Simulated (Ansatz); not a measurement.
# Electron–phonon scattering in Os-Ir-Ir-Os stack of (111) layers, part 3 of 3

The plan: relax Os-Ir-Ir-Os stack of (111) layers, check its phonons, and, if the lattice is stable, compute its Eliashberg function and ρ(T).

Ansatz 0.2.0; DFT PBEsol, scalar-relativistic, plane waves, PAW; PAW set soft_1.

So far, highest frequency, solved or plainly interpolated (cm⁻¹): step 5 (lattice stability: q 2×2×1, k 8×8×1) 214; step 6 (k-mesh 9×9×1, q mesh 3×3×1) 210.

## Step 7: Coupling and resistivity: q 3×3×1, k 9×9×1, scattering 18×18×1

Phonons, couplings and the Boltzmann equation in one run.

input.yaml reads:

```yaml
crystal:
  lattice:
    - [2.6703518942, 2.8389e-06, 0.0]
    - [-1.3351784057, 2.312591158, 0.0]
    - [0.0, 0.0, 37.1021539564]
  atoms:
    - { symbol: Os, position: [0.0, 0.0, 0.1493942614] }
    - { symbol: Ir, position: [0.3333333333, 0.6666666667, 0.2067188399] }
    - { symbol: Ir, position: [0.6666666667, 0.3333333333, 0.2690238898] }
    - { symbol: Os, position: [0.0, 0.0, 0.3263484683] }
  periodic: [true, true, false]
kpoints:
  mp_grid: { grid: [9, 9, 1] }
hamiltonian:
  xc: pbesol
  pseudopotentials: { kind: paw, azcp: { folder: soft_1 }, xc_functional: pbe }
scf:
  occupations: { method: methfessel_paxton, width: 0.2 }
output:
  eigenvalues: true
phonons:
  method: dfpt
  qmesh: [3, 3, 1]
  temperatures: { t_max: 1000, t_step: 50 }
  qpath:
    path:
      - [0.0, 0.0, 0.0]
      - [0.5, 0.0, 0.0]
      - [0.33333333, 0.33333333, 0.0]
      - [0.0, 0.0, 0.0]
    npoints: 10
  electrical_resistivity:
    mesh: [18, 18, 1]
    temperatures: [20.0, 50.0, 77.0, 100.0, 150.0, 200.0, 300.0, 400.0, 600.0, 800.0]
  superconductivity: { mesh: [18, 18, 1] }
```

On the command line:

```bash
ansatz run input.yaml --threads 4 --pin off --max-ram 12288MiB --backend cpu --events-out ev --progress --plain --runs-dir out
```

Numbers of over 12 decimals in the logs are rounded to 6 here.

The log of the run:

```text
[...]
Crystal: 4 atoms, lattice volume = 229.122 Å³
Basis set: ecut = 420 eV, 4581 PW (Γ), exchange–correlation on 36×36×500 points (8 copies of the dense FFT grid, shifted against one another)
Bands: 40, of which v1, the nominal top of the filled ones, is band 33 counted from 1 (32 counted from 0)
Symmetry: 12 space group operations
k-points: 12 of 81 (irreducible under 6 space group operations, time reversal used)
[...]
SCF iter   1: F=—  HF=-46103.583630 eV  |F-HF|=—  |Δ(HF+E_count)|=         —  Δρ=3.03e-2  dr2=3.22e0  ethr=3.10e-3  ⟨swp⟩=15.0  Hψ=3715  notcnv=0
[...]
SCF iter  14: F=-46102.680192 eV  HF=-46102.680192 eV  |F-HF|=2.47e-10  |Δ(HF+E_count)|=  2.18e-11  S|Δr|=    0.00e0  Δρ=1.07e-8  dr2=2.86e-13  ethr=1.00e-12  ⟨swp⟩=10.2  Hψ=3126  notcnv=0
SCF 1 converged in 14 iterations: F = -46102.680192 eV  dr2 = 2.86e-13
[...]
k-points: 12 of 81
SCF iter   1: F=—  HF=-46103.583630 eV  |F-HF|=—  |Δ(HF+E_count)|=         —  Δρ=3.03e-2  dr2=3.22e0  ethr=3.10e-3  ⟨swp⟩=15.0  Hψ=3715  notcnv=0
[...]
SCF iter  14: F=-46102.680192 eV  HF=-46102.680192 eV  |F-HF|=2.91e-11  |Δ(HF+E_count)|=  1.60e-10  S|Δr|=    0.00e0  Δρ=1.02e-8  dr2=2.52e-13  ethr=1.00e-12  ⟨swp⟩=3.0  Hψ=1085  notcnv=0
SCF 2 converged in 14 iterations: F = -46102.680192 eV  dr2 = 2.52e-13
[...]
SCF converged after 14 iterations
[...]
Free energy (F): -46102.680192 eV
[...]
Internal energy: -46102.671090 eV  (E = F + TS)
E sigma→0 (E₀):  -46102.677916 eV
Entropy (-TS):   -0.009102 eV (-2.276 meV/atom)
Fermi energy:    -5.574706 eV
[...]
--- Band table (eV; the first three rows and the last of 12) ---
  k-point 0: bands = [... 29 lower, -8.0963, -8.0963, -6.4212, -6.3649, -6.3649, -6.0276, -6.0276, -5.5326, ... 3 higher]
  k-point 1: bands = [... 29 lower, -8.0411, -7.7254, -7.0147, -6.8101, -6.4948, -6.4329, -5.9587, -5.6599, ... 3 higher]
  k-point 2: bands = [... 29 lower, -7.8374, -7.6681, -7.2563, -6.8780, -6.3342, -5.8270, -5.5853, -4.8420, ... 3 higher]
  k-point 11: bands = [... 29 lower, -7.6749, -6.3428, -6.3428, -4.9004, -4.7499, -4.7499, -4.5081, 0.6217, ... 3 higher]
[...]
ASR residual: 1.040e-5 → 0.000e0 eV/Å²; symmetrization residual: 1.888e-6 eV/Å²
[...]
ASR residual per site (eV/Å²): 2.43e-6 1.04e-5 1.02e-5 2.58e-6
[...]
--- Phonons (arbitrary-q DFPT): 3 irreducible q on the 3×3×1 mesh ---
[...]
interpolated dispersion: 31 rows × 12 modes
[...]
--- Electrical resistivity: potentials and phonons of a 3×3×1 supercell ---
  scattering by harmonic phonons alone, with no dipole-dipole term; scattering by other electrons, impurities, surfaces and spin disorder is left out, and so is spin–orbit coupling
  the resistivity is that of a variational response, whose dependence on the energy is improved iteratively
  tensors lie in the sheet's plane, the Hall coefficient along its normal; that, the resistivity and the plasma energy are of the whole cell, vacuum included; the cell is 37.102 Å high
  at the Fermi level of each mesh (of a tensor half of its trace):
           mesh   spin    states/(eV spin)  plasma energy (eV)         λ      λ_tr    ħω_log (meV)
        18×18×1                     2.0051              4.3466    0.5232    0.5916          16.892
          9×9×1                     2.0635              4.4195    0.5375    0.6226          16.997
  resistivity on the deck's mesh, µΩ·cm:
     T (K)       trace/2  mesh converged            xx            yy            zz    lowest order   relaxation time
     20.00     1.3462e-2              no     1.3462e-2     1.3462e-2      0.0000e0       3.1447e-2         1.8694e-2
     50.00      1.2325e0             yes      1.2325e0      1.2325e0      0.0000e0        1.9638e0          1.2528e0
     77.00      4.4541e0              no      4.4541e0      4.4541e0      0.0000e0        5.6280e0          4.3032e0
    100.00      7.7627e0              no      7.7627e0      7.7627e0      0.0000e0        9.0184e0          7.3684e0
    150.00      1.4769e1              no      1.4769e1      1.4769e1      0.0000e0        1.6172e1          1.3855e1
    200.00      2.1252e1              no      2.1252e1      2.1252e1      0.0000e0        2.2951e1          1.9878e1
    300.00      3.3423e1              no      3.3423e1      3.3423e1      0.0000e0        3.5896e1          3.1196e1
    400.00      4.5187e1              no      4.5187e1      4.5187e1      0.0000e0        4.8504e1          4.2134e1
    600.00      6.8442e1              no      6.8442e1      6.8442e1      0.0000e0        7.3573e1          6.3751e1
    800.00      9.1724e1             yes      9.1724e1      9.1724e1      0.0000e0        9.8851e1          8.5393e1
  sheet resistance at 20 K: 0.03628 Ω
  mean free path at 20 K (of a tensor half of its trace): 14449 nm by what each carries, 10827 by the Fermi surface alone
  Hall coefficient in a weak field at 20 K (along the normal): 2.022e-10 m³/C (as a tensor it moves by 17.0 % between the two finest meshes); by each state's relaxation time: 2.388e-10 m³/C; by a constant relaxation time: 2.071e-10 m³/C
  sheet resistance at 50 K: 3.322 Ω
[...]
sheet resistance at 77 K: 12.00 Ω
[...]
sheet resistance at 100 K: 20.92 Ω
[...]
sheet resistance at 150 K: 39.81 Ω
[...]
sheet resistance at 200 K: 57.28 Ω
[...]
sheet resistance at 300 K: 90.08 Ω
[...]
sheet resistance at 400 K: 121.8 Ω
[...]
sheet resistance at 600 K: 184.5 Ω
[...]
sheet resistance at 800 K: 247.2 Ω
[...]
the resistivity times a path that all electrons share, by the Fermi surface of the deck's mesh alone (half of the trace): 1.458e-15 Ω·m²
  not converged in the mesh (λ; λ_tr; the resistivity at 20 K by 10.50 %; the resistivity at 77 K by 2.88 %; the resistivity at 100 K by 3.55 %; the resistivity at 150 K by 3.97 %; the resistivity at 200 K by 4.19 %; the resistivity at 300 K by 4.08 %; the resistivity at 400 K by 3.79 %; the resistivity at 600 K by 2.57 %): between neighbouring meshes, the two finest first, λ moves by 2.73 %, λ_tr by 5.24 % and the resistivity by up to 10.50 %; an estimate, no bound, puts it up to 6.5e-7 % above the Boltzmann equation's exact value after up to 6 iterations (at most 30 are made, fewer where the estimate is under 1.0e-6 % of each spin channel's own resistivity)
  vibrations of 9 cells: unjudged by the run; compare a larger repeat
  the changes of the potential over all sites missed a rigid shift's by 0.15 % (the site terms' by 0.01 %)
  at the force constants' own smearing the fine mesh and the k-points of their solves give squared frequencies that differ by 25.0 % of the larger at the most, at (0, 0, 0)
--- Superconductivity: potentials and phonons of a 3×3×1 supercell ---
           mesh         λ    ħω_log (meV)  μ* declared at (meV)
        18×18×1    0.5232          16.892               17.841
          9×9×1    0.5375          16.997               17.899
  λ by the species' shares of the modes' patterns: Os 0.2863, Ir 0.2369
  with the Fermi level up to 26.1 meV (the hardest mode) off, states and modes as they are: density of states 1.9722 to 3.2680 /eV of one spin and cell, λ 0.5145 to 0.5537
  transition temperature on the deck's mesh (K), isotropic and anisotropic, restricted to the Fermi surface (FSR) and over the full bandwidth (FBW), and the last with the density of states resolved in a narrower window:
        μ*   McMillan   Allen–Dynes      iso. FSR      iso. FBW    aniso. FSR    aniso. FBW  narrow window
      0.08      3.667         3.752         3.589         4.491         3.986         4.063          4.061
      0.10      2.835         2.895         2.706         3.475         3.109         3.145          3.144
      0.12      2.111         2.152         1.965         2.575         2.365         2.374          2.373
      0.13      1.792         1.825         1.646         2.172         2.043         2.043          2.043
      0.14      1.501         1.528         1.362         1.805         1.753         1.748          1.748
      0.16      1.007         1.024         0.892         1.183         1.265         1.257          1.258
      0.20      0.355         0.360         0.304         0.399         0.615         0.618          0.619
  isotope coefficients −∂ln Tc/∂ln M under μ* = 0.13, the force constants as they are, of the isotropic transitions restricted to the Fermi surface and over the full bandwidth: Os 0.232 and 0.238, Ir 0.113 and 0.117
  gaps at the Fermi level over the full bandwidth under μ* = 0.1, 0.786 K: 0.176 to 0.734 meV
[...]
not converged in the mesh (λ, the transition temperature): between neighbouring meshes, the two finest first, λ moves by 2.73 % and the anisotropic transition temperature over the full bandwidth at μ* = 0.13 by 15.71 %; converged means that the two finest part by at most 2.00 % and 5.00 %
  vibrations of 9 cells: unjudged by the run; compare a larger repeat
[...]
```

Run time: 11 min. Hardware: 4 threads of Arm Neoverse V1, shared host; peak memory 2.8 GiB; 43 min of CPU time.

This step gave:

- cell height: 37.10 Å
- sheet resistance 300K: 90.08 Ω/square, mean in the plane
- resistivity at 300 K: 33.42 μΩ cm, mean of the axes, of the whole cell with its vacuum
- coupling constant λ: 0.5232
- density of states at the Fermi level: 2.005 states/eV a spin and cell
- log mean phonon energy ħω_log: 16.89 meV
- transport coupling constant λ_tr: 0.5916, 0.5916, 0 (xx, yy, zz)
- Drude plasma energy: 4.347, 4.347, 0 eV (xx, yy, zz), of the whole cell with its vacuum
- second-moment phonon energy ħω₂: 17.84 meV

The Eliashberg function α²F has structure finer than the step of the table below, so its rows give means over 1 meV, whole bins alone (the curve runs from 0.102 to 26.0 meV). Peaks (meV: height): α²F 12.8: 0.581, 17.7: 0.841, 19.1: 0.634, 20.3: 0.849, 24.2: 0.327; α²F tr 13.0: 0.702, 17.7: 0.879, 19.1: 0.752, 20.3: 1.18, 24.2: 0.434.

Eliashberg function α²F against phonon energy; means over each step:

```csv
phonon energy (meV),α²F,α²F tr
1,4.8e-5,0
2,3.3e-4,9.2e-5
3,9.2e-4,2.4e-4
4,0.00184,4.3e-4
5,0.00279,8.7e-4
6,0.00396,0.00155
7,0.00690,0.00281
8,0.00911,0.00456
9,0.0132,0.00806
10,0.0181,0.0127
11,0.0277,0.0217
12,0.0803,0.0727
13,0.449,0.534
14,0.245,0.277
15,0.240,0.241
16,0.230,0.240
17,0.420,0.468
18,0.578,0.604
19,0.537,0.658
20,0.580,0.776
21,0.325,0.425
22,0.103,0.109
23,0.137,0.152
24,0.257,0.313
25,0.226,0.256
```

Some states were left unconverged by the eigensolver. By its own test the run is not converged in the mesh. λ = 0.523 and 90.1 Ω per square at 300 K. A coarser mesh gave an imaginary mode at a wavevector that this mesh lacks.

## Step 8: Electron–phonon run: scattering mesh 24×24×1

The next rung changes the scattering mesh, which samples the Fermi surface.

Changes to input.yaml since step 7:

```diff
@@ -32,4 +32,4 @@
   electrical_resistivity:
-    mesh: [18, 18, 1]
+    mesh: [24, 24, 1]
     temperatures: [20.0, 50.0, 77.0, 100.0, 150.0, 200.0, 300.0, 400.0, 600.0, 800.0]
-  superconductivity: { mesh: [18, 18, 1] }
+  superconductivity: { mesh: [24, 24, 1] }
```

The log of the run:

```text
[...]
Crystal: 4 atoms, lattice volume = 229.122 Å³
Basis set: ecut = 420 eV, 4581 PW (Γ), exchange–correlation on 36×36×500 points (8 copies of the dense FFT grid, shifted against one another)
Bands: 40, of which v1, the nominal top of the filled ones, is band 33 counted from 1 (32 counted from 0)
Symmetry: 12 space group operations
[...]
0.13      1.354         1.378         1.238         1.473         1.795         1.792          1.794
      0.14      1.107         1.126         1.000         1.190         1.548         1.544          1.545
      0.16      0.701         0.711         0.618         0.736         1.142         1.137          1.138
      0.20      0.206         0.209         0.177         0.212         0.619         0.622          0.622
[...]
vibrations of 9 cells: unjudged by the run; compare a larger repeat
[...]
[key lines of the parts left out:]
SCF converged after 14 iterations
Free energy (F): -46102.680192 eV
Fermi energy:    -5.574706 eV
```

The job ended after 11 min (4 threads; peak memory 2.8 GiB; 44 min of CPU time).

Numbers from this step:

```yaml
sheet_resistance_300k: 88.38 Ω/square, mean in the plane
resistivity_at_300_k: 32.79 μΩ cm, mean of the axes, of the whole cell with its vacuum
coupling_constant_lambda: 0.494
density_of_states_at_the_fermi_level: 1.876 states/eV a spin and cell
transport_coupling_constant_lambda_tr: 0.5765, 0.5765, 0 (xx, yy, zz)
drude_plasma_energy: 4.354, 4.354, 0 eV (xx, yy, zz), of the whole cell with its vacuum
second_moment_phonon_energy_omega: 17.82 meV
```

Some states were left unconverged by the eigensolver. By its own test the run is not converged in the mesh. λ = 0.494 and 88.4 Ω per square at 300 K, against 0.523 and 90.1 in the run with q 3×3×1, k 9×9×1, scattering 18×18×1 (-5.6 % and -1.9 %). By the run's own test λ moves by 34 % between its two finest scattering meshes. A coarser mesh gave an imaginary mode at a wavevector that this mesh lacks.

## Step 9: Resistivity: q 3×3×1, k 12×12×1, scattering 24×24×1

The next rung changes the k mesh of the density and its response.

Changes to input.yaml since step 8:

```diff
@@ -12,3 +12,3 @@
 kpoints:
-  mp_grid: { grid: [9, 9, 1] }
+  mp_grid: { grid: [12, 12, 1] }
 hamiltonian:
```

The mesh is denser.

The log of the run:

```text
[...]
Crystal: 4 atoms, lattice volume = 229.122 Å³
Basis set: ecut = 420 eV, 4581 PW (Γ), exchange–correlation on 36×36×500 points (8 copies of the dense FFT grid, shifted against one another)
Bands: 40, of which v1, the nominal top of the filled ones, is band 33 counted from 1 (32 counted from 0)
Symmetry: 12 space group operations
[...]
0.13      1.330         1.353         1.216         1.219         1.828         1.826          1.828
      0.14      1.086         1.104         0.980         0.984         1.584         1.583          1.584
      0.16      0.685         0.696         0.604         0.608         1.182         1.182          1.182
      0.20      0.199         0.202         0.171         0.175         0.662         0.663          0.662
[...]
vibrations of 9 cells: unjudged by the run; compare a larger repeat
[...]
[key lines of the parts left out:]
SCF converged after 12 iterations
Free energy (F): -46102.709723 eV
Fermi energy:    -5.595000 eV
```

Wall time 17 min (4 threads); peak memory 3 GiB; 67 min of CPU time.

Numbers from this step:

| Property | Result |
| --- | --- |
| zero point energy | 0.1057 eV/cell |
| highest frequency, solved or plainly interpolated | 213.9 cm⁻¹ |
| sheet resistance 300K | 88.65 Ω/square, mean in the plane |
| resistivity at 300 K | 32.89 μΩ cm, mean of the axes, of the whole cell with its vacuum |
| coupling constant λ | 0.4925 |
| density of states at the Fermi level | 1.866 states/eV a spin and cell |
| log mean phonon energy ħω_log | 16.85 meV |
| transport coupling constant λ_tr | 0.5772, 0.5772, 0 (xx, yy, zz) |
| Drude plasma energy | 4.334, 4.334, 0 eV (xx, yy, zz), of the whole cell with its vacuum |
| second-moment phonon energy ħω₂ | 17.79 meV |

Solved on the 3×3×1 mesh alone; all other wavevectors are interpolated. Phonon branches along the path, in cm⁻¹:

```csv
point,branch 1,branch 2,branch 3,branch 4,branch 9,branch 10,branch 11,branch 12
Γ,0,0,0,51,116,116,198,202
halfway,84,86,96,102,154,172,182,189
M,109,110,110,131,179,182,211,214
halfway,118,126,129,138,170,171,199,200
K,139,139,143,150,162,172,177,177
halfway,95,105,107,110,156,172,183,190
Γ,0,0,0,51,116,116,198,202
```

Some states were left unconverged by the eigensolver. By its own test the run is not converged in the mesh. λ = 0.492 and 88.7 Ω per square at 300 K, against 0.523 and 90.1 in the run with q 3×3×1, k 9×9×1, scattering 18×18×1 (-5.9 % and -1.6 %). By the run's own test λ moves by 9 % between its two finest scattering meshes. A coarser mesh gave an imaginary mode at a wavevector that this mesh lacks.

## Step 10: The ladder

Times are for 4 threads of Arm Neoverse V1, shared host. The series side by side:

```csv
no.,run,"sheet resistance 300K (Ω/square, mean in the plane)",coupling constant λ,log mean phonon energy ħω_log (meV),time,memory (GiB)
1,"q 3×3×1, k 9×9×1, scattering 18×18×1",90.08,0.5232,16.89,11 min,2.8
2,"q 3×3×1, k 9×9×1, scattering 24×24×1",88.38,0.494,16.89,11 min,2.8
3,"q 3×3×1, k 12×12×1, scattering 24×24×1",88.65,0.4925,16.85,17 min,3.0
```

The runs together, line α²F. Table of Eliashberg function α²F, α²F by phonon energy; read off at these points:

```csv
phonon energy (meV),"q 3×3×1, k 9×9×1, scattering 18×18×1","q 3×3×1, k 9×9×1, scattering 24×24×1","q 3×3×1, k 12×12×1, scattering 24×24×1"
1.00,4.0e-5,4.0e-5,3.9e-5
1.50,1.0e-4,1.8e-4,1.8e-4
2.00,3.3e-4,3.3e-4,3.3e-4
2.50,5.7e-4,6.5e-4,6.4e-4
3.00,8.4e-4,9.4e-4,9.1e-4
3.50,0.00143,0.00127,0.00126
4.00,0.00182,0.00171,0.00159
4.50,0.00231,0.00201,0.00199
5.00,0.00270,0.00250,0.00239
5.50,0.00334,0.00289,0.00283
6.00,0.00387,0.00319,0.00316
6.50,0.00511,0.00449,0.00424
7.00,0.00737,0.00605,0.00582
7.50,0.00782,0.00700,0.00680
8.00,0.00904,0.00749,0.00733
8.50,0.0108,0.00868,0.00849
9.00,0.0133,0.0104,0.0102
9.50,0.0153,0.0127,0.0125
10.00,0.0178,0.0154,0.0150
10.50,0.0218,0.0189,0.0188
11.00,0.0276,0.0229,0.0227
11.50,0.0336,0.0294,0.0293
12.00,0.0548,0.0435,0.0463
12.50,0.290,0.309,0.308
12.76,0.581,0.607,0.768
13.00,0.540,0.574,0.489
13.50,0.320,0.308,0.297
14.00,0.224,0.208,0.211
14.50,0.237,0.212,0.213
15.00,0.241,0.218,0.240
15.50,0.206,0.224,0.215
16.00,0.240,0.209,0.213
16.50,0.236,0.224,0.240
17.00,0.324,0.329,0.345
17.50,0.787,0.668,0.698
17.66,0.841,0.783,0.670
18.00,0.564,0.548,0.531
18.50,0.441,0.385,0.479
19.00,0.601,0.583,0.544
19.09,0.633,0.602,0.567
19.50,0.510,0.492,0.440
20.00,0.516,0.449,0.481
20.31,0.844,0.864,0.705
20.50,0.615,0.590,0.644
21.00,0.261,0.240,0.268
21.50,0.163,0.149,0.145
22.00,0.123,0.109,0.0971
22.50,0.128,0.114,0.0437
23.00,0.105,0.0991,0.108
23.50,0.197,0.181,0.163
24.00,0.288,0.232,0.209
24.19,0.327,0.316,0.285
24.50,0.259,0.233,0.258
25.00,0.264,0.227,0.215
25.50,0.117,0.116,0.145
26.00,0.0744,-,0.101
```

## Step 11: What came out

```json
{"run": "PBEsol, q 3×3×1, k 12×12×1, scattering 24×24×1", "coupling constant λ": "0.492", "log mean phonon energy ħω_log": "16.9 meV", "states at the Fermi level": "1.87 states/eV/spin/cell", "sheet resistance at 300 K": "88.7 Ω per square", "change between its two finest scattering meshes": "λ 9 %", "time of that run": "17 min"}
```

In words: On the last rung that gave a resistivity at the base settings (q 3×3×1, k 12×12×1, scattering 24×24×1), Os-Ir-Ir-Os stack of (111) layers has λ = 0.49 and a phonon-limited sheet resistance of 88.7 Ω per square at 300 K. Across the runs of step 10 the sheet resistance 300K runs from 88.38 Ω/square, mean in the plane (q 3×3×1, k 9×9×1, scattering 24×24×1) to 90.08 Ω/square, mean in the plane (q 3×3×1, k 9×9×1, scattering 18×18×1), while the wall time spans a factor of 1.6. The coupling is moderate (λ = 0.49), so phonons raise the electrons' mass at the Fermi surface by about 49 %. The coarsest meshes gave an imaginary mode at a wavevector that the finer q mesh does not hold, so the instability is unseen there and not shown to be gone. Values of ρ(T) under 50 K rest on the softest modes, mostly interpolated ones, and are the least sure of the table. The high-temperature form ρ = 2π k_B T λ_tr/(ħ ε₀ ω_p²) gives 37.1 μΩ cm along x at 300 K, against 32.9 from the Boltzmann equation. Ziman's lowest order at 300 K, 36.3, lies between: the step down to it comes mostly from the finite phonon energies, and the full solution lies lower still, since it lets the current shift to the states that scatter least. By their share in the modes' patterns, Os atoms take 56 % of λ. The three lowest branches give 33 % of λ. Only scattering by harmonic phonons counts; impurities, grain boundaries and thermal expansion are left out. The resistivity belongs to the whole cell, vacuum included; the sheet resistance is the quantity that does not depend on the vacuum. Spin–orbit coupling, left out here, matters for Ir and Os. The PAW files were made for PBE; under other functionals the run regenerates their frozen core. The c of the given cell is the typed one; the program laid its own vacuum and ran the layer in a cell 37.1 Å high. The structure was built by hand as an ordered model, and its stability against other phases was not tested.

[Logs are printed without paths, hosts, clocks, repeated set-up lines and the standing remarks that a program may print on its own settings, such as how far it seeks lower states.]

[Hosts, paths, dates, database ids (printed as entryN), source tags and the programs' standing remarks are cut or masked in the printed files.]
